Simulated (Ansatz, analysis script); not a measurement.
## free-standing square Os monolayer, spacing 2.74 Å: energy less the state without spin against total moment, fitted and tested on a withheld row

System: free-standing square Os monolayer, spacing 2.74 Å, 1 Os in the cell. An idealised lattice of chosen spacing, in vacuum. Cell as run: a = 2.740, b = 2.740, c = 14.000 Å, angles 90.0, 90.0, 90.0°, 1 atoms.

Method: Free energy against the fixed total moment and moment against field, from collinear runs; PBEsol, PAW set soft_1 (analysis script 1). Settings shared by all rows: cutoff 420 eV, 20×20×1 k-mesh, Fermi-Dirac occupations, smearing width 0.1 eV. At this level the system is magnetic: the free run keeps 0.745 μB on the largest site. No other order was typed. Semilocal functionals tend to overstate moments this weak, since they lack spin fluctuations. Among the fixed moments, E(M) falls 17.7 meV below the state without spin and is lowest near 0.857 μB on this grid. I·N/2 = 1.2 is over 1, so the state without spin is unstable to a uniform moment. The cell was taken as built, with atoms unrelaxed. In doubt: the program's search for lower states was switched off, so a lower magnetic state than those reached may exist.

Results; the value marked ? is withheld:

```csv
total moment (μB/cell),energy less the state without spin (meV/cell)
0,0.00
0.214,-1.80
0.429,-6.78
0.643,-13.14
0.857,-17.66
1.071,-16.96
1.286,?
1.5,10.60
```

**Question.** What energy less the state without spin should the row at total moment = 1.286 μB/cell hold? Fit a suitable law to the other rows.

**Law.** Time reversal makes the energy even in the moment, so it is expanded as a Landau series from the state without spin. In symbols, E = c2 M² + c4 M⁴ + c6 M⁶, with energy less the state without spin in meV/cell.

**Fit.** Least squares on 6 rows gives c2 = -42.5456, c4 = 27.4502 and c6 = -2.8652.

```csv
total moment (μB/cell),computed,fit,computed − fit
0.214,-1.80,-1.891,0.091
0.429,-6.78,-6.918,0.138
0.643,-13.14,-13.101,-0.039
0.857,-17.66,-17.576,-0.084
1.071,-16.96,-17.009,0.049
1.5,10.60,10.603,-0.003
```

The quadratic term is negative, so within this fit the state without spin is unstable against a small uniform moment.

**Prediction.** At total moment = 1.286 μB/cell the law predicts -8.244 meV/cell. The computed value is -8.14 meV/cell, 0.104 above the prediction. The row lies between fitted rows, so this is an interpolation. The miss is 1.3 times the rms residual of the fit, 0.080.

[Logs and program files are shortened in this print: banners, set-up blocks, solver, clock and traceback lines can be left out without a mark of their own.]

[Logs are printed without paths, hosts, clocks, repeated set-up lines and the standing remarks that a program may print on its own settings, such as how far it seeks lower states.]

[Hosts, paths, dates, database ids (printed as entryN), source tags and the programs' standing remarks are cut or masked in the printed files.]
